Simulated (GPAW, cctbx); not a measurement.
# By hand: from a DFT structure factor to an extinction distance in HfCr3

HfCr3, Pm-3n (no. 223), a = 4.8514 Å, b = 4.8514 Å, c = 4.8514 Å, α = 90.00°, β = 90.00°, γ = 90.00°.

```csv
atom,mult.,x,y,z
Hf1,2,1/2,1/2,1/2
Cr1,6,0,1/2,1/4
```

The cell comes from substitution in a known structure type and wasn't matched to any measured phase.

A DFT run (GPAW, PBE, 450 eV, 5×5×5 k-points, Fermi–Dirac width 0.1 eV, spin-polarised) gives the static X-ray structure factor of 021 as 67.329 e for the conventional cell; superposed free atoms give 68.479 e. **Problem.** Find the Fourier component V of the crystal potential and the two-beam extinction distance at 80 kV in both cases.

### 1. Geometry

The cell volume is Ω = 114.19 Å³ and d(021) = 2.1696 Å, so g = 1/d = 0.4609 Å⁻¹.

### 2. The nuclei

Electrons feel nuclei as well as electrons, so the nuclear charges are summed with the same phases.

Phase sums Σ exp(2πi h·x), turned so that the total is real and positive: Hf 0.000, Cr +4.000. Then F_Z = 72 × (0.000) + 24 × (+4.000) = 96.00 e. The electron term has the same sign for this reflection.

### 3. Mott–Bethe

Poisson's equation, term by term, gives V = (e/4πε₀)(F_Z − F)/(πΩg²), with e/4πε₀ = 14.3996 V Å.

The prefactor is 14.3996 × 2.1696²/(π × 114.19) = 0.18895 V per electron. Free atoms: (96.00 − 68.479) × 0.18895 = 5.200 V. Crystal: (96.00 − 67.329) × 0.18895 = 5.417 V. F changes by -1.68 % and V by +4.2 %: the same 1.15 e is measured against F_Z − F = 27.5 e in place of F = 68.5 e.

### 4. Extinction distance

In the two-beam case ξ = 1/(λU) with U = 2γm₀eV/h², that is ξ = 150.41 V Å²/(γλV).

At 80 kV, λ = 0.04176 Å and γ = 1.1566. Free atoms: ξ = 599 Å. Crystal: ξ = 575 Å. The thickness fringes go as sin²(πt/ξ), so the two patterns slip by a quarter of a period when t|1/ξ₁ − 1/ξ₀| = 1/4, at t ≈ 358 nm. Thermal motion, absorption and many-beam coupling, left out here, change a real pattern.

### 5. Answer

V(021) is 5.42 V against 5.20 V, and ξ is 575 against 599 Å. Limits: static atoms, two beams.

[Outputs are excerpts: Python notices, other lines and further rows are left out; steps that failed or that the build refused (PBEsol, TPSS) are not shown.]

[Logs are printed without paths, hosts, clocks, repeated set-up lines and the standing remarks that a program may print on its own settings, such as how far it seeks lower states.]
